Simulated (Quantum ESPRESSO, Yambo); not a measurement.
# A GW chain in Yambo: PtS2 (1T monolayer), part 2 of 2

Wanted: ground state, empty states, screening and self-energy for PtS2 (1T monolayer).

Quantum ESPRESSO 7.5 and Yambo 5.3.0; PBE and many-body steps on it, plane waves. Known limits of the many-body steps: not at the basis limit; no spin polarisation; d states lean on the start; no spin-orbit coupling.

So far. Step 3 (Bands along the symmetry lines): The gap is 1.767 eV, as in the run before at this level. Step 4 (Empty states on the mesh, 6×6×1 mesh, 168 bands): On this mesh the gap is 2.039 eV. The earlier step found 1.767 eV, so this mesh misses an edge.

## 5. Conversion and set-up

This step: Yambo 5.3.0; conversion and set-up on PBE, plane waves, norm-conserving pseudopotentials.

The states are converted to the many-body program's format and the q mesh is built.

Started as:

```sh
> (cd o/x.save; p2y > p2y.log; mv SAVE ../..); yambo > setup.log
```

Log:

```text
 Yambo, version 5.3.0

 [02] CORE Variables Setup
 =========================

  [02.01] Unit cells
  ==================

  Cell kind             :  HCP
  Atoms in the cell     :  Pt  S
  number of Pt atoms    :  1
  number of S  atoms    :  2

  List of atomic masses
  Mass of Pt    :  195.0800
  Mass of S     :  32.06000

  List of atomic coordinates    : [cc]
  Pt1       :   0.00000   0.00000  14.17295  order 1
  S1       : -0.33765E-09   3.8988       16.493      order 2
  S2       :   3.37650   1.94942  11.85264  order 3

  Alat factors          :   6.75299   5.84826  28.34589 [a.u.]
  Direct lattice volume :   1119.47    [a.u.]
  Direct lattice vectors:  A[ 1 ]  A[ 2 ]  A[ 3 ]
   A[ 1 ]:  1.000000  0.000000  0.000000  [iru]
   6.752994  0.000000  0.000000  [cc]
   A[ 2 ]: -0.500000  1.000000  0.000000  [iru]
  -3.376497  5.848264  0.000000  [cc]
   A[ 3 ]:  0.000000  0.000000  1.000000  [iru]
    0.00000   0.00000  28.34589  [cc]

  Recip. lattice volume :  0.221578 [a.u.]
  Recip. lattice vectors:  B[ 1 ]  B[ 2 ]  B[ 3 ]
   B[ 1 ]:  1.000000  0.500000  0.000000  [iku]
   0.930430  0.537184 -0.000000  [cc]
   B[ 2 ]:  0.000000  1.000000  0.000000  [iku]
   0.000000  1.074368  0.000000  [cc]
   B[ 3 ]:  0.000000  0.000000  1.000000  [iku]
   0.000000 -0.000000  0.221661  [cc]

  [02.02] Symmetries
  ==================

  Inversion symmetry    : yes
  Spatial inversion     : yes
  Inversion index       :   7
  K-space Time-reversal : no
  Magnetic symmetries   : no
  Group table correct   : yes
  Symmetries units      :  [cc]

   [S  1]:   1.0000       0.0000       0.0000      0.46599E-16   1.0000       0.0000       0.0000       0.0000       1.0000
   [S  2]:   1.0000       0.0000       0.0000     -0.10527E-15  -1.0000       0.0000       0.0000       0.0000      -1.0000
   [S  3]: -0.500000  0.866025  0.000000 -0.866025 -0.500000  0.000000  0.000000  0.000000  1.000000
[...]
[S 11]:  0.500000  0.866025  0.000000  0.866025 -0.500000  0.000000  0.000000  0.000000  1.000000
   [S 12]:  0.500000 -0.866025  0.000000 -0.866025 -0.500000  0.000000  0.000000  0.000000  1.000000

  [02.03] Reciprocal space
  ========================

  nG shells         :   4653
  nG charge         :  100255
  nG WFs            :  15311
  nC WFs            :  12619
  G-vecs. in first 80 shells:  [ Number ]
     1    3    5    7    9   15   27   29   41
    53   55   67   79   81   93   95  101  113
   125  137  149  151  163  175  181  193  205
[...]
787   811   823   835   837   849   861   885
  ...
  Shell energy in first 80 shells:  [ mHa ]
[...]
4703.99      4728.93      4765.22      4815.10      4924.34      5194.20      5218.76      5243.71      5269.03
    5281.12      5292.46      5392.24      5415.30      5527.54      5587.27      5612.21      5808.37      5846.16
[...]
K/Q-points units:
  rlu = crystal or reduced units; cc = cartesian coordinates; iku = interal k-units

  K [1]          [rlu]:  0.000000  0.000000  0.000000
         WF components:  12619
  K [2]          [rlu]:  0.000000  0.166667  0.000000
         WF components:  12560
  K [3]          [rlu]:  0.000000  0.333333  0.000000
         WF components:  12540
  K [4]          [rlu]:  0.000000 -0.500000  0.000000
         WF components:  12518
  K [5]          [rlu]:  0.166667  0.166667  0.000000
         WF components:  12521
  K [6]          [rlu]:  0.166667  0.333333  0.000000
         WF components:  12506
  K [7]          [rlu]:  0.333333  0.333333  0.000000
         WF components:  12492

  [02.05] Energies & Occupations
  ==============================

  [X] === General ===
  [X] Electronic Temperature                        :  0.000000  0.000000 [eV K]
  [X] Bosonic    Temperature                        :  0.000000  0.000000 [eV K]
  [X] Finite Temperature mode                       : no
  [X] El. density                                   :  0.18084E+24 [cm-3]
  [X] Fermi Level                                   : -0.891555 [eV]

  [X] === Gaps and Widths ===
  [X] Conduction Band Min                           :  2.039191 [eV]
  [X] Valence Band Max                              :  0.000000 [eV]
  [X] Filled Bands                                  :  15
  [X] Empty Bands                                   :   16  168
  [X] Direct Gap                                    :  2.064824 [eV]
  [X] Direct Gap localized at k                     :  2
  [X] Indirect Gap                                  :  2.039191 [eV]
  [X] Indirect Gap between kpts                     :   5   2
  [X] Last valence band width                       :  1.366429 [eV]
  [X] 1st conduction band width                     :  1.156562 [eV]

  E @ K [1]:  [eV]
  -98.63536 -52.78141 -52.78141 -52.67635 -13.98565 -11.76251  -5.52509  -5.52509
[...]
occ @ K [1]
[...]
E @ K [2]:  [eV]
[...]
occ @ K [2]
[...]
E @ K [3]:  [eV]
[...]
occ @ K [3]
[...]
E @ K [4]:  [eV]
[...]
occ @ K [4]
[...]
E @ K [5]:  [eV]
[...]
occ @ K [5]
[...]
E @ K [6]:  [eV]
[...]
occ @ K [6]
[...]
E @ K [7]:  [eV]
[...]
occ @ K [7]
[...]
0.000000  0.000000  0.000000  0.000000  0.000000  0.000000  0.000000  0.000000
   0.000000  0.000000  0.000000  0.000000  0.000000  0.000000  0.000000  0.000000

 [03] Transferred momenta grid and indexing
 ==========================================

 IBZ Q-points                                      :   7
 BZ  Q-points                                      :   36

 K/Q-points units:
 rlu = crystal or reduced units; cc = cartesian coordinates; iku = interal k-units

 Q [1]          [rlu]:  0.000000  0.000000  0.000000
 Q [2]          [rlu]:  0.89679E-17  0.16667       0.0000
 Q [3]          [rlu]:  0.17936E-16  0.33333       0.0000
 Q [4]          [rlu]: -0.26904E-16 -0.50000       0.0000
 Q [5]          [rlu]:  0.166667  0.166667  0.000000
 Q [6]          [rlu]:  0.166667  0.333333  0.000000
 Q [7]          [rlu]:  0.333333  0.333333  0.000000

  [03.01] X indexes
  =================

   [03.01.01] Sigma indexes
   ========================

 [06] Game Over & Game summary
```

The job ended after 3 s (1 MPI rank of Arm Neoverse V1, shared host; peak memory 0.25 GiB).

## 6. Screening and self-energy, 6×6×1 mesh, 168 bands, screening to 176.9 eV

G0W0 replaces the xc potential by the self-energy, built once from these orbitals. Only a window of levels is corrected, while the sums run over the empty bands that the input names.

This step: G0W0 on PBE, plane waves, norm-conserving pseudopotentials.

gw1.in reads:

```
HF_and_locXC
gw0
dyson
ppa
em1d
rim_cut
rim_w
RandQpts= 3000000
RandGvec= 100 RL
CUTGeo= "slab z"
RandGvecW= 9 RL
EXXRLvcs= 76 Ry
VXCRLvcs= 304 Ry
Chimod= "HARTREE"
% BndsRnXp
 1 | 168 |
%
NGsBlkXp= 13 Ry
% LongDrXp
 1 | 1 | 0 |
%
% GbndRnge
 1 | 168 |
%
DysSolver= "n"
ExtendOut
PPAPntXp= 27.21138 eV
% QPkrange
 1 | 7 | 10 | 17 |
%
```

Started as:

```sh
> OMP_NUM_THREADS=1 mpirun -n 4 yambo -F gw1.in -J gw1 -C gw1 > gw1.log
```

Log:

```text
 Yambo, version 5.3.0

 [02] CORE Variables Setup
 =========================

  [... cell, symmetries and grids as in the set-up ...]

  [02.05] Energies & Occupations
  ==============================

  [X] === General ===
  [X] Electronic Temperature                        :  0.000000  0.000000 [eV K]
  [X] Bosonic    Temperature                        :  0.000000  0.000000 [eV K]
  [X] Finite Temperature mode                       : no
  [X] El. density                                   :  0.18084E+24 [cm-3]
  [X] Fermi Level                                   : -0.891555 [eV]

  [X] === Gaps and Widths ===
  [X] Conduction Band Min                           :  2.039191 [eV]
  [X] Valence Band Max                              :  0.000000 [eV]
  [X] Filled Bands                                  :  15
  [X] Empty Bands                                   :   16  168
  [X] Direct Gap                                    :  2.064824 [eV]
  [X] Direct Gap localized at k                     :  2
  [X] Indirect Gap                                  :  2.039191 [eV]
  [X] Indirect Gap between kpts                     :   5   2
  [X] Last valence band width                       :  1.366429 [eV]
  [X] 1st conduction band width                     :  1.156562 [eV]

 [03] Transferred momenta grid and indexing
 ==========================================

 IBZ Q-points                                      :   7
 BZ  Q-points                                      :   36

 K/Q-points units:
 rlu = crystal or reduced units; cc = cartesian coordinates; iku = interal k-units

 Q [1]          [rlu]:  0.000000  0.000000  0.000000
 Q [2]          [rlu]:  0.89679E-17  0.16667       0.0000
 Q [3]          [rlu]:  0.17936E-16  0.33333       0.0000
 Q [4]          [rlu]: -0.26904E-16 -0.50000       0.0000
 Q [5]          [rlu]:  0.166667  0.166667  0.000000
 Q [6]          [rlu]:  0.166667  0.333333  0.000000
 Q [7]          [rlu]:  0.333333  0.333333  0.000000

 [04] Coloumb potential Random Integration (RIM)
 ===============================================

 Performing RIM of v_slab

  [04.01] RIM initialization
  ==========================

  * Diagonal components only detected *

  8 x (sBL volume)        :  0.049240 [a.u.]
  sBZ random points       :  3000000
  Points outside the sBZ  :  24001124
  RL volume               :  0.221578 [a.u.]
  Integrated volume       :  0.221567 [a.u.]

  [04.02] RIM integrals
  =====================

  Gamma point sphere radius             :  0.042044 [a.u.]
  Points outside the sphere             :  2398760
  [Int_sBZ(q=0) 1/q^2]*(Vol_sBZ)^(-1/3) =:  7.537040
                                 should be <:  7.795600

  Summary of Coulomb integrals for non-metallic bands |Q|[au] RIM/Bare

  Q [1] 0.100000E-4 0.966833 * Q [2] 0.179061 1.019960
  Q [5] 0.310143 1.030508 * Q [3] 0.358123 1.026927
  Q [6] 0.473752 1.018421 * Q [4] 0.537184 1.015215
  Q [7] 0.620286 1.011349
  Non-periodic chartesian directions : none
  Optical renormalization            :  28.34589 [au]
  Polarizability dimension           : length

 [05] Coloumb potential CutOffslab
 =================================

 Cut directionsZ
 Slab Cutoff:Z
 Symmetry test passed : yes

 [06] Dipoles
 ============

  [06.01] Setup: observables and procedures
  =========================================

  [WARNING] [x,Vnl] slows the Dipoles computation. To neglect it rename the ns.kb_pp file

 [07] Dynamic Dielectric Matrix (PPA)
 ====================================

 [WR./gw1//ndb.pp]---------------------------------------------------------------
  Brillouin Zone Q/K grids (IBZ/BZ)                :    7   36    7   36
  RL vectors                                       :  15319 [WF]
  Coulomb cutoff potential                         : slab z
  Electronic Temperature                           :  0.000000 [K]
  Bosonic    Temperature                           :  0.000000 [K]
  PPA    diel. fun.  energies                      : Perdew, Burke & Ernzerhof(X)+Perdew, Burke & Ernzerhof(C)
  wavefunctions                                    : Perdew, Burke & Ernzerhof(X)+Perdew, Burke & Ernzerhof(C)
  Global Gauge                                     : length
  X matrix size                                    :   897
  X band range                                     :    1  168
  X e/h energy range                               : -1.000000 -1.000000 [eV]
  X Time ordering                                  : R
  X Hxc Kernel                                     : HARTREE
  X Drude frequency                                :  0.000000  0.000000
  X poles                                          :  100.0000 [o/o]
  RL vectors in the sum                            :  15319
  [r,Vnl] included                                 : yes
  Field direction                                  :  0.707107E-5  0.707107E-5   0.00000
  BZ energy Double Grid                            : no
  BZ energy DbGd points                            : 0
  BZ Q point size factor                           : -1.000000
  X Optical Averaged directions                    : none

 [08] Local Exchange-Correlation + Non-Local Fock
 ================================================

 [VXC] Plane waves :  100255
 [EXS] Plane waves :  12631

 QP @ state[ 1 ] K range:   1   7
 QP @ state[ 1 ] b range:  10  17

 [xc] Functional : Perdew, Burke & Ernzerhof(X)+Perdew, Burke & Ernzerhof(C)
 [xc] LIBXC used to calculate xc functional
  PP Number of Atomic Species                      :  2
  NLCC RL compoments                               :  100255
  PP Number of Atomic Species                      :  2
  NLCC RL compoments                               :  100255

 [xc] E_xc :  -16.11413 [Ha]
      E_xc :  -32.22826 [Ry]

  Local XC kind (lXC) : Perdew, Burke & Ernzerhof(X)+Perdew, Burke & Ernzerhof(C)
  Non-Local XC kind (nlXC) : Hartree-Fock

  Corrections @ K [1] :  [eV]
 <10|nlXC|10> = -24.88499 -0.35957E-17 <10|lXC|10> = -20.08878  0.47204E-16
 <11|nlXC|11> = -24.88498  0.21238E-16 <11|lXC|11> = -20.08877 -0.18882E-15
 <12|nlXC|12> = -21.37044  0.34564E-17 <12|lXC|12> = -17.55067 -0.94408E-16
 <13|nlXC|13> = -14.70496  0.24834E-18 <13|lXC|13> = -12.20648  0.94408E-16
 <14|nlXC|14> = -15.91029 -0.10107E-16 <14|lXC|14> = -13.81681  0.47204E-16
 <15|nlXC|15> = -15.91028  0.22507E-17 <15|lXC|15> = -13.81681 -0.18882E-15
 <16|nlXC|16> = -13.04570 -0.86117E-18 <16|lXC|16> = -16.89906 -0.37763E-15
 <17|nlXC|17> = -13.04571 -0.31603E-18 <17|lXC|17> = -16.89906  0.000000

  Corrections @ K [2] :  [eV]
 <10|nlXC|10> = -22.36157  0.81999E-17 <10|lXC|10> = -17.87912 -0.18882E-15
 <11|nlXC|11> = -23.88331  0.33700E-17 <11|lXC|11> = -19.08194 -0.37763E-15
[...]
Corrections @ K [3] :  [eV]
[...]
Corrections @ K [4] :  [eV]
[...]
Corrections @ K [5] :  [eV]
[...]
Corrections @ K [6] :  [eV]
[...]
Corrections @ K [7] :  [eV]
[...]
<13|nlXC|13> = -15.72769 -0.40685E-17 <13|lXC|13> = -12.74623 -0.47204E-16
 <14|nlXC|14> = -21.63486 -0.33405E-17 <14|lXC|14> = -17.90056  0.14161E-15
 <15|nlXC|15> = -21.63486 -0.54629E-17 <15|lXC|15> = -17.90056 -0.56645E-15
 <16|nlXC|16> = -12.55116  0.26195E-17 <16|lXC|16> = -16.32413 -0.29503E-16
 <17|nlXC|17> = -12.55115 -0.29813E-17 <17|lXC|17> = -16.32413  0.23602E-16

  [08.01] Hartree-Fock occupations report
  =======================================

  [Hartree-Fock] === General ===
  [Hartree-Fock] Electronic Temperature             :  0.000000  0.000000 [eV K]
  [Hartree-Fock] Bosonic    Temperature             :  0.000000  0.000000 [eV K]
  [Hartree-Fock] Finite Temperature mode            : no
  [Hartree-Fock] El. density                        :  0.18084E+24 [cm-3]
  [Hartree-Fock] Fermi Level                        : -0.891555 [eV]

  [Hartree-Fock] === Gaps and Widths ===
  [Hartree-Fock] Conduction Band Min                :  5.412255 [eV]
  [Hartree-Fock] Valence Band Max                   : -2.381931 [eV]
  [Hartree-Fock] Filled Bands                       :  15
  [Hartree-Fock] Empty Bands                        :   16  168
  [Hartree-Fock] Direct Gap                         :  8.263314 [eV]
  [Hartree-Fock] Direct Gap localized at k          :   5
  [Hartree-Fock] Indirect Gap                       :  7.794186 [eV]
  [Hartree-Fock] Indirect Gap between kpts          :  1  2
  [Hartree-Fock] Last valence band width            :  2.061275 [eV]
  [Hartree-Fock] 1st conduction band width          :  1.636864 [eV]

 [09] Dyson equation: Newton solver
 ==================================

  [09.01] RIM-W interpolation
  ===========================

  [WARNING] RIM-W works only for 2D semiconductors with slab cutoff
  Found compatible q grid: 2D
  q_min[ 1 ]:  0.16667      0.24765E-11   0.0000     [rlu]
   0.166667  0.083333  0.000000 [iku]
  q_min[ 2 ]:  0.20260E-16  0.16667       0.0000     [rlu]
   0.20260E-16  0.16667       0.0000     [iku]
  G-vectors :   9
  G-vectors loaded:   63
  Number of interpolated frequencies:  2

  Evaluating coefficients q = 0
  Evaluating coefficients q = 0

  [09.02] RIM-W integrals
  =======================

  8 x (sBL volume)        :  0.049240 [a.u.]
  sBZ random points       :  3000000
  Points outside the sBZ  :  24001124
  RL volume               :  0.221578 [a.u.]
  Integrated volume       :  0.221567 [a.u.]

  [09.03] RIM integrals
  =====================

  Comparison between head Wc = W - v averages: < Wc > [au] RIM-W/RIM

   < -Wc [Q = 1] > 0.357146E-1 0.439891E-4 * < -Wc [Q = 2] > 0.005437 0.005246
   < -Wc [Q = 3] > 0.974034E-3 0.954151E-3 * < -Wc [Q = 4] > 0.326387E-3 0.322827E-3
   < -Wc [Q = 5] > 0.001428 0.001394 * < -Wc [Q = 6] > 0.460063E-3 0.454378E-3
   < -Wc [Q = 7] > 0.213100E-3 0.210796E-3

  Comparison between head Wc = W - v averages: < Wc > [au] RIM-W/RIM

   < -Wc [G = 1,G`=0] > 0.357146E-1 0.439891E-4 * < -Wc [G = 2,G`=0] >-0.002271 0.000000
   < -Wc [G = 3,G`=0] >-0.002270 0.000000 * < -Wc [G = 4,G`=0] > 0.489558E-4  0.00000
   < -Wc [G = 5,G`=0] > 0.489131E-4  0.00000 * < -Wc [G = 6,G`=0] > 0.117309E-3  0.00000
   < -Wc [G = 7,G`=0] > 0.117348E-3  0.00000 * < -Wc [G = 8,G`=0] >-0.308771E-4  0.00000
   < -Wc [G = 9,G`=0] >-0.308781E-4  0.00000

 [10] G0W0 (W PPA)
 =================

 [  GW  ] Bands range     :    1  168
 [GW/PPA] G damping       :  0.100000 [eV]

 QP @ state[ 1 ] K range:   1   7
 QP @ state[ 1 ] b range:  10  17

  Sc/G bands                                       :    1  168
  Sc/G damping                                     :  0.100000 ev
  Sc bands terminator                              : no
  Sx RL components                                 :  12631

  QP @ state[ 1 ] K range                          :   1   7
  QP @ state[ 1 ] b range                          :  10  17
  GF energies kind                                 : Perdew, Burke & Ernzerhof(X)+Perdew, Burke & Ernzerhof(C)
  GF WF`s kind                                     : Perdew, Burke & Ernzerhof(X)+Perdew, Burke & Ernzerhof(C)
  Xs energies kind                                 : Perdew, Burke & Ernzerhof(X)+Perdew, Burke & Ernzerhof(C)
  Xs WF`s kind                                     : Perdew, Burke & Ernzerhof(X)+Perdew, Burke & Ernzerhof(C)

 [14] Game Over & Game summary
```

Elapsed: 47 min, on 4 MPI ranks; peak memory 2.6 GiB; 3.1 h of CPU time.

Numbers from this step:

| Property | Result |
| --- | --- |
| G0W0 gap on the mesh | 3.271 eV |
| starting gap on the mesh | 2.039 eV |
| k of the valence top | 0, 0.1667, 0 |
| k of the conduction bottom | 0, 0.1667, 0 |
| least direct G0W0 gap on the computed points | 3.271 eV |
| Z at the valence top | 0.7469 |
| Z at the conduction bottom | 0.7543 |

The gap on the mesh goes from 2.04 eV to 3.27 eV, a correction of +1.23 eV. The start differs from the 1.77 eV found before because the two sample other k points.

Limits: finite bands, cutoff and mesh; no spin polarisation; d states lean on the start; no spin-orbit coupling. v1 is the top filled band, c1 the lowest empty one. Levels before and after the correction, in eV, zero at the valence-band top of each column:

```tsv
	conduction bottom	valence top
Kohn-Sham	2.04	0.00
G0W0	3.27	0.00
```

```tsv
	level	energy (eV)
Kohn-Sham	(0 0.167 0) v4	-1.710
Kohn-Sham	(0 0.167 0) v3	-0.257
Kohn-Sham	(0 0.167 0) v2	-0.225
Kohn-Sham	(0 0.167 0) v1	-0.026
Kohn-Sham	(0 0.167 0) c1	2.039
Kohn-Sham	(0 0.167 0) c2	2.864
G0W0	(0 0.167 0) v4	-1.670
G0W0	(0 0.167 0) v3	-0.552
G0W0	(0 0.167 0) v2	-0.334
G0W0	(0 0.167 0) v1	0.000
G0W0	(0 0.167 0) c1	3.271
G0W0	(0 0.167 0) c2	4.162
```

## 7. Where the time went

Times are wall times on the hardware named with each run, good to a factor of about two.

```tsv
step	time	share	memory (GiB)
ground state	26 s	1 %	0.54
bands along the symmetry lines	13 s	0 %	0.42
empty states on the mesh	46 s	2 %	1
conversion and set-up	3 s	0 %	0.25
screening and self-energy	47 min	97 %	2.6
```

## 8. Summary of results

| Item | Value |
| --- | --- |
| PBE gap | 1.77 eV, indirect |
| G0W0 gap on the mesh | 3.27 eV |
| G0W0 gap over the zone (rigid shift) | 3.00 eV |
| GW settings | 6×6×1 mesh, 168 bands, screening to 176.9 eV, Godby-Needs plasmon pole |
| known limits | not at the basis limit; no spin polarisation; d states lean on the start; no spin-orbit coupling |

G0W0 moves the gap on the mesh from 2.04 eV to 3.27 eV (+1.23 eV), with Z of 0.75 and 0.75 at the edges. The mesh misses the band edges by 0.27 eV in all; a rigid shift gives 3.00 eV for the zone. The dearest step here is «screening and self-energy». Bands and cutoff are finite, so the gap is not at the basis limit. The miss can reach some tenths of an eV and take either sign; the mesh is an error of its own. A denser mesh or path gives a starting gap of 1.77 eV: the GW mesh misses a band edge, so its gaps are not the fundamental one. The runs have no spin polarisation. For a closed low-spin shell that is the natural state; where a d or f shell is open it is a constraint, and the gap is then not the crystal's own. With d states at the gap, one-shot GW leans hard on its start. The many-body steps are scalar-relativistic: spin-orbit coupling is not in them.

[Paths, hosts, dates, memory and timing lines, banners, echoed tables and standing remarks are left out of the program output.]

[Logs are printed without paths, hosts, clocks, repeated set-up lines and the standing remarks that a program may print on its own settings, such as how far it seeks lower states.]

[Runs of the session that timed out or met a known fault of the program may be left out.]

[Hosts, paths, dates, database ids (printed as entryN), source tags and the programs' standing remarks are cut or masked in the printed files.]
